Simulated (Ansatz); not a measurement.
## V_N-Pt_Ga in GaN (F-43m): charge-transition levels and formation energies

Aim: at which Fermi levels does V_N-Pt_Ga in GaN (F-43m) change its charge? The model is a cell of 54 host atoms with 1 site emptied and Pt put on another atom's site.

Method: place-levels on r2SCAN runs: charge-transition levels and formation energies with image-charge correction and potential alignment at the atomic sites; PAW set soft_1, in Ansatz 0.2.0.

## (1) The structure

The cell holds 53 atoms: 26 Ga, 26 N and 1 Pt. Cell: a = 9.542 Å, b = 9.542 Å, c = 9.542 Å, α = 60.0°, β = 60.0°, γ = 60.0°. It derives from GaN (space group F-43m). Nearest the centre at fractional (0.375, 0.375, 0.542): Pt28 at 0.97 Å, N24 at 2.45 Å, Ga44 at 2.45 Å, Ga32 at 2.45 Å, Ga27 at 2.45 Å, N12 at 2.45 Å, N29 at 2.45 Å, Ga46 at 3.33 Å.

Structure file:

```xyz
53
Lattice="0.0000 6.7473 6.7473 6.7473 0.0000 6.7473 6.7473 6.7473 0.0000" Properties=species:S:1:pos:R:3 pbc="T T T"
Ga    0.0000    0.0000    0.0000
N     1.1245    1.1245    1.1245
Ga    2.2491    2.2491    0.0000
N     3.3736    3.3736    1.1245
Ga    4.4982    4.4982    0.0000
N     5.6227    5.6227    1.1245
Ga    2.2491    0.0000    2.2491
N     3.3736    1.1245    3.3736
Ga    4.4982    2.2491    2.2491
N     5.6227    3.3736    3.3736
Ga    6.7473    4.4982    2.2491
N     7.8718    5.6227    3.3736
Ga    4.4982    0.0000    4.4982
N     5.6227    1.1245    5.6227
Ga    6.7473    2.2491    4.4982
N     7.8718    3.3736    5.6227
Ga    8.9964    4.4982    4.4982
N    10.1209    5.6227    5.6227
Ga    0.0000    2.2491    2.2491
N     1.1245    3.3736    3.3736
Ga    2.2491    4.4982    2.2491
N     3.3736    5.6227    3.3736
Ga    4.4982    6.7473    2.2491
N     5.6227    7.8718    3.3736
Ga    2.2491    2.2491    4.4982
N     3.3736    3.3736    5.6227
Ga    4.4982    4.4982    4.4982
Pt    6.7473    6.7473    4.4982
N     7.8718    7.8718    5.6227
Ga    4.4982    2.2491    6.7473
N     5.6227    3.3736    7.8718
Ga    6.7473    4.4982    6.7473
N     7.8718    5.6227    7.8718
Ga    8.9964    6.7473    6.7473
N    10.1209    7.8718    7.8718
Ga    0.0000    4.4982    4.4982
N     1.1245    5.6227    5.6227
Ga    2.2491    6.7473    4.4982
N     3.3736    7.8718    5.6227
Ga    4.4982    8.9964    4.4982
N     5.6227   10.1209    5.6227
Ga    2.2491    4.4982    6.7473
N     3.3736    5.6227    7.8718
Ga    4.4982    6.7473    6.7473
N     5.6227    7.8718    7.8718
Ga    6.7473    8.9964    6.7473
N     7.8718   10.1209    7.8718
Ga    4.4982    4.4982    8.9964
N     5.6227    5.6227   10.1209
Ga    6.7473    6.7473    8.9964
N     7.8718    7.8718   10.1209
Ga    8.9964    8.9964    8.9964
N    10.1209   10.1209   10.1209
```

Screening for the image-charge correction: ε∞ = 6.00, ε0 = 10.56, computed on the host (DFPT, PBEsol, on the r2SCAN cell), and a cell off the functional's own equilibrium shifts the ionic part.

The cell's shortest repeat is 9.5 Å.

## (2) Charge states

A transition level is the Fermi level at which two charge states cost the same, so each charge needs its own total energy, at its own relaxed structure.

Random displacements of about 0.05 Å break the site symmetry at the start, so that the relaxation can reach a distorted minimum if there is one. Forces are taken on a 2×2×2 shifted mesh. The cell holds 1 electron more than the neutral one, with a uniform background that keeps it neutral on the whole. The electron count is odd, so at least one spin is unpaired; this run locks the moment at 1 μB.

The sampling was tested on the host first: at the k-points planned (1x1x1 shifted 0.25 0.25 0.25) its energy lies 0.067 eV an atom from the dense-mesh value, so the final energies take a denser sampling.

One state's input; the others differ in charge, spin, start and seed, and in occupations where the table says so.

Contents of qm1_M1.relax/input.yaml:

```yaml
crystal:
  lattice:
    - [0.0, 6.74729083, 6.74729083]
    - [6.74729083, 0.0, 6.74729083]
    - [6.74729083, 6.74729083, 0.0]
  atoms:
    - { symbol: Ga, position: [0.0, 0.0, 0.0] }
    - { symbol: "N", position: [0.08333333, 0.08333333, 0.08333333] }
    - { symbol: Ga, position: [0.0, 0.0, 0.33333333] }
    - { symbol: "N", position: [0.08333333, 0.08333333, 0.41666667] }
    - { symbol: Ga, position: [0.0, 0.0, 0.66666667] }
    - { symbol: "N", position: [0.08333333, 0.08333333, 0.75] }
    - { symbol: Ga, position: [0.0, 0.33333333, 0.0] }
    - { symbol: "N", position: [0.08333333, 0.41666667, 0.08333333] }
    - { symbol: Ga, position: [0.0, 0.33333333, 0.33333333] }
    - { symbol: "N", position: [0.08333333, 0.41666667, 0.41666667] }
    - { symbol: Ga, position: [0.0, 0.33333333, 0.66666667] }
    - { symbol: "N", position: [0.08333333, 0.41666667, 0.75] }
    - { symbol: Ga, position: [0.0, 0.66666667, 0.0] }
    - { symbol: "N", position: [0.08333333, 0.75, 0.08333333] }
    - { symbol: Ga, position: [0.0, 0.66666667, 0.33333333] }
    - { symbol: "N", position: [0.08333333, 0.75, 0.41666667] }
    - { symbol: Ga, position: [0.0, 0.66666667, 0.66666667] }
    - { symbol: "N", position: [0.08333333, 0.75, 0.75] }
    - { symbol: Ga, position: [0.33333333, 0.0, 0.0] }
    - { symbol: "N", position: [0.41666667, 0.08333333, 0.08333333] }
    - { symbol: Ga, position: [0.33333333, 0.0, 0.33333333] }
    - { symbol: "N", position: [0.41666667, 0.08333333, 0.41666667] }
    - { symbol: Ga, position: [0.33333333, 0.0, 0.66666667] }
    - { symbol: "N", position: [0.41666667, 0.08333333, 0.75] }
    - { symbol: Ga, position: [0.33333333, 0.33333333, 0.0] }
    - { symbol: "N", position: [0.41666667, 0.41666667, 0.08333333] }
    - { symbol: Ga, position: [0.33333333, 0.33333333, 0.33333333] }
    - { symbol: Pt, position: [0.33333333, 0.33333333, 0.66666667] }
    - { symbol: "N", position: [0.41666667, 0.41666667, 0.75] }
    - { symbol: Ga, position: [0.33333333, 0.66666667, 0.0] }
    - { symbol: "N", position: [0.41666667, 0.75, 0.08333333] }
    - { symbol: Ga, position: [0.33333333, 0.66666667, 0.33333333] }
    - { symbol: "N", position: [0.41666667, 0.75, 0.41666667] }
    - { symbol: Ga, position: [0.33333333, 0.66666667, 0.66666667] }
    - { symbol: "N", position: [0.41666667, 0.75, 0.75] }
    - { symbol: Ga, position: [0.66666667, 0.0, 0.0] }
    - { symbol: "N", position: [0.75, 0.08333333, 0.08333333] }
    - { symbol: Ga, position: [0.66666667, 0.0, 0.33333333] }
    - { symbol: "N", position: [0.75, 0.08333333, 0.41666667] }
    - { symbol: Ga, position: [0.66666667, 0.0, 0.66666667] }
    - { symbol: "N", position: [0.75, 0.08333333, 0.75] }
    - { symbol: Ga, position: [0.66666667, 0.33333333, 0.0] }
    - { symbol: "N", position: [0.75, 0.41666667, 0.08333333] }
    - { symbol: Ga, position: [0.66666667, 0.33333333, 0.33333333] }
    - { symbol: "N", position: [0.75, 0.41666667, 0.41666667] }
    - { symbol: Ga, position: [0.66666667, 0.33333333, 0.66666667] }
    - { symbol: "N", position: [0.75, 0.41666667, 0.75] }
    - { symbol: Ga, position: [0.66666667, 0.66666667, 0.0] }
    - { symbol: "N", position: [0.75, 0.75, 0.08333333] }
    - { symbol: Ga, position: [0.66666667, 0.66666667, 0.33333333] }
    - { symbol: "N", position: [0.75, 0.75, 0.41666667] }
    - { symbol: Ga, position: [0.66666667, 0.66666667, 0.66666667] }
    - { symbol: "N", position: [0.75, 0.75, 0.75] }
  host:
    repeats: [3, 3, 3]
    atoms:
      - { symbol: Ga, position: [0.0, 0.0, 0.0] }
      - { symbol: "N", position: [0.25, 0.25, 0.25] }
total_charge: -1
basis:
  ecutwfc: 500
  xc_grid: 2
hamiltonian:
  xc: r2scan
  pseudopotentials: { kind: paw, azcp: { folder: soft_1 } }
kpoints:
  mp_grid: { grid: [2, 2, 2], shift: [0.5, 0.5, 0.5] }
magnetization:
  spin_polarized: true
  initial_magnetization: 1
  spin_locking: { lock_magnetization: hard }
scf:
  occupations: { method: fixed }
  max_iter: 80
output:
  forces: true
  charged_corrections:
    epsilon: 6.0
    static_epsilon: 10.56
    defect_position: [0.375, 0.375, 0.541667]
relax:
  f_tol: 0.02
  max_steps: 80
  random_displacement: { amplitude: 0.05, seed: 9718 }
checkpoint:
  write: "../qm1_M1.relax.run"
  compress: false
  write_wavefunctions: true
  write_every: 100000
```

Run with:

```console
> ansatz run input.yaml --threads 4 --pin off --max-ram 15073MiB --backend cpu --events-out ev --progress --plain --runs-dir out
```

The run of this state that the levels use, under r2SCAN:

Contents of qm1_M1.point/input.yaml:

```yaml
crystal:
  checkpoint: "../qm1_M1.relax.run"
  host: checkpoint
total_charge: -1
basis:
  ecutwfc: 500
  xc_grid: 2
hamiltonian:
  xc: r2scan
  pseudopotentials: { kind: paw, azcp: { folder: soft_1 } }
kpoints:
  mp_grid: { grid: [2, 2, 2], shift: [0.5, 0.5, 0.5] }
magnetization:
  spin_polarized: true
  initial_magnetization: 1
  spin_locking: { lock_magnetization: hard }
scf:
  occupations: { method: fixed }
  max_iter: 80
output:
  forces: true
  eigenvalues: true
  charged_corrections:
    epsilon: 6.0
    static_epsilon: 10.56
    defect_position: [0.375, 0.375, 0.541667]
  eigenstates: { localisation: true }
  populations: true
  efg: {}
checkpoint:
  read: "../qm1_M1.relax.run"
  write: "../qm1_M1.point.run"
  compress: false
  write_wavefunctions: false
  write_every: 100000
```

Relaxations under r2SCAN at a 2×2×2 shifted mesh; times on 4 threads of Arm Neoverse V2, shared host:

```csv
charge,moment (μB),occupations,outcome,steps,largest displacement against the far atoms (Å),time
−1,1,fixed,converged,10,0.80,25 min
0,0,fixed,converged,10,0.69,9.7 min
0,2,fixed,converged,7,0.67,16 min
+1,1,fixed,converged,12,0.52,26 min
+2,0,fixed,converged,12,0.25,11 min
+2,2,fixed,converged,10,0.25,22 min
+3,1,fixed,converged,10,0.30,25 min
```

Single points under r2SCAN at a 2×2×2 shifted mesh; times on 4 threads of Arm Neoverse V2, shared host:

```csv
charge,moment (μB),occupations,outcome,time
−1,1,fixed,converged,2 min
0,0,fixed,converged,55 s
0,2,fixed,converged,2.1 min
+1,1,fixed,converged,2.1 min
+2,0,fixed,converged,49 s
+2,2,fixed,converged,1.8 min
+3,1,fixed,converged,2.1 min
```

Distances (Å) from the ideal centre to the nearest atoms after relaxation with r2SCAN:

```csv
charge,moment (μB),1.,2.,3.,4.,5.,6.
−1,1,Pt 0.19,Ga 2.34,Ga 2.38,Ga 2.38,N 2.47,N 2.47
0,0,Pt 0.31,Ga 2.33,Ga 2.41,Ga 2.42,N 2.44,N 2.45
0,2,Pt 0.31,Ga 2.40,Ga 2.40,Ga 2.41,N 2.46,N 2.46
+1,1,Pt 0.46,N 2.45,N 2.45,N 2.45,Ga 2.47,Ga 2.47
+2,0,Pt 0.74,N 2.44,N 2.49,N 2.49,Ga 2.51,Ga 2.51
+2,2,Pt 0.80,N 2.48,N 2.50,N 2.51,Ga 2.55,Ga 2.58
+3,1,Pt 1.17,N 2.47,N 2.52,N 2.57,Ga 2.71,Ga 2.71
```

[end of part 1 of 2]

[Logs are printed without paths, hosts, clocks, repeated set-up lines and the standing remarks that a program may print on its own settings, such as how far it seeks lower states.]

[Hosts, paths, dates, database ids (printed as entryN), source tags and the programs' standing remarks are cut or masked in the printed files.]

[Where a table of states has a column of steps, it counts the stored structures, which are thinned; the runs took as many ionic steps or more.]

[A defect's name tells the site on which it was built; relaxed atoms can leave that site.]

[For some hosts the program warned that the k-mesh of the response run may be too coarse for force constants and the static dielectric constant; such warnings are not shown here.]
